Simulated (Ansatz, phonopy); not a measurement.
# TcSn (hypothetical, Pm-3m): phonons against volume, part 5 of 5

Which modes of TcSn (hypothetical) drive its thermal expansion? The crystal structure is hypothetical: it was made by swapping elements on a known structure type.

Ansatz 0.2.0; DFT PBEsol, scalar-relativistic, plane waves, PAW.

So far. Step 15 (A cell at another volume, V/V0 1.05): The run ends at a pressure of -8.15 GPa. Step 16 (Lattice dynamics at this volume, V/V0 1.05): No mode is imaginary beyond numerical noise at the solved wavevectors. The highest zone-centre mode (no LO–TO term) moved by -12.2 % for a volume change of +5.0 %.

### Step 17. Mode Grüneisen parameters (continued)

The optical frequency at Gamma without the LO-TO term, mode 4 by V/V0:

```
  V/V0  optical frequency at Gamma without the LO-TO term, mode 4 (cm⁻¹)
0.9700                                                               204
0.9850                                                               197
1.0000                                                               189
1.0150                                                               182
1.0300                                                               175
1.0500                                                               166
```

Grüneisen at points, by row:

```
point  branch  frequency (cm⁻¹)  mode Grüneisen parameter
    Γ       4             189.4                      2.55
    X       1             100.7                      4.82
    X       3             134.7                      2.24
    X       5             171.5                      2.78
    X       6             189.1                      1.88
    M       1              82.9                       6.3
    M       2              95.1                      1.24
    M       4             119.6                      2.71
    M       5             224.1                      2.51
    R       1              94.8                      7.51
    R       4             183.6                       1.8
```

### Step 18. Quasi-harmonic fit by phonopy

Numbers from this step:

```
volume expansion coefficient at 300 K : 35.52 1e-6/K
isothermal bulk modulus at 300 K      : 180.7 GPa
C_P at 300 K                          : 24.71 J/mol-atom/K
Grüneisen parameter at 300 K          : 2.721
```

Table of energy (each curve on its own zero) by volume; values in meV/atom:

```
volume (Å³/atom)  static  F at 0 K  F at 300 K  F at 800 K
          16.210    9.39      12.0        17.6        30.6
          16.461    2.26       3.8        7.27        15.2
          16.712       0      0.48        1.73        4.49
          16.962    2.17      1.64        0.64       -1.76
          17.213    8.37      6.89        3.68       -3.74
          17.547    22.3      19.6        13.6       -0.27
```

Phonopy-qha, vinet fit of F(V) at each temperature; no electronic free energy. Qha vinet, by row:

```
T (K)  fitted volume (Å³/atom)  alpha_V (1e-6/K)  B_T (GPa)  C_P (J/mol-atom/K)  Grueneisen
  100                    16.79             25.96      185.7               18.04       2.716
  150                    16.81             31.23      184.3                21.7       2.724
  200                    16.84             33.55        183               23.31       2.724
  250                    16.87             34.77      181.8               24.17       2.723
  300                     16.9             35.52      180.7               24.71       2.721
  350                    16.93                36      179.6                25.1       2.719
  400                    16.96             36.33      178.7               25.39       2.717
  450                    16.99             36.55      177.9               25.63       2.714
  500                    17.02              36.7      177.2               25.84        2.71
  550                    17.05             36.78      176.7               26.03       2.706
  600                    17.09             36.81      176.2               26.19         2.7
  650                    17.12             36.78      175.9               26.35       2.694
  700                    17.15             36.72      175.6               26.49       2.688
  750                    17.18             36.61      175.5               26.63        2.68
```

The volume expansion coefficient, phonopy-qha, Vinet by temperature:

temperature (K), volume expansion coefficient, phonopy-qha, Vinet (1e-6/K) and a bar from the least value:
```
       75       20.7 
      100       26.0 ##########
      125       29.2 ################
      150       31.2 ####################
      175       32.6 ######################
      200       33.5 ########################
      225       34.2 #########################
      250       34.8 ##########################
      275       35.2 ###########################
      300       35.5 ############################
      325       35.8 ############################
      350       36.0 ############################
      375       36.2 #############################
      400       36.3 #############################
      425       36.5 #############################
      450       36.5 ##############################
      475       36.6 ##############################
      500       36.7 ##############################
      525       36.8 ##############################
      550       36.8 ##############################
      575       36.8 ##############################
      600       36.8 ##############################
      625       36.8 ##############################
      650       36.8 ##############################
      675       36.8 ##############################
      700       36.7 ##############################
      725       36.7 ##############################
      750       36.6 ##############################
      775       36.5 #############################
```

The fit gives a volume expansion of 35.5 × 10⁻⁶/K at 300 K.

### Step 19. Summary of results

```json
{
  "volume expansion coefficient at 300 K": "35.52 1e-6/K",
  "isothermal bulk modulus at 300 K": "180.7 GPa",
  "C_P at 300 K": "24.71 J/mol-atom/K",
  "Grüneisen parameter at 300 K": "2.721",
  "mean mode Grüneisen parameter at 300 K": "2.71"
}
```

What this shows: Near room temperature TcSn (hypothetical) expands by 35.5 × 10⁻⁶/K in volume by PBEsol, with C_P = 24.7 J/(mol K) per mole of atoms and B_T = 181 GPa. C_P at room temperature is 99 % of the classical 3R an atom. The fit leaves out the electrons' free energy, which adds to C_P and to the expansion of a metal at high temperature. The heat-capacity-weighted Grüneisen parameter goes from 2.80 at 50 K to 2.71 at 800 K. Weighting γ by the density of states and each mode's heat capacity at 300 K, modes below 70 cm⁻¹ give about 3 % of the sum of γC that drives the expansion, those up to 150 cm⁻¹ 59 % and the rest 38 %. Among the labelled points γ is largest for branch 1 at R (94.8 cm⁻¹, 7.5) and smallest for branch 2 at M (95.1 cm⁻¹, 1.2). The program warned that a few bands missed the eigensolver's threshold in at least one of the runs. The PAW files were made for PBE and are used here under another functional, for which the program regenerates the frozen cores.

[Logs are printed without paths, hosts, clocks, repeated set-up lines and the standing remarks that a program may print on its own settings, such as how far it seeks lower states.]

[Hosts, paths, dates, database ids (printed as entryN), source tags and the programs' standing remarks are cut or masked in the printed files.]

[A step with changed settings may run another functional than the one named; its input shows which.]


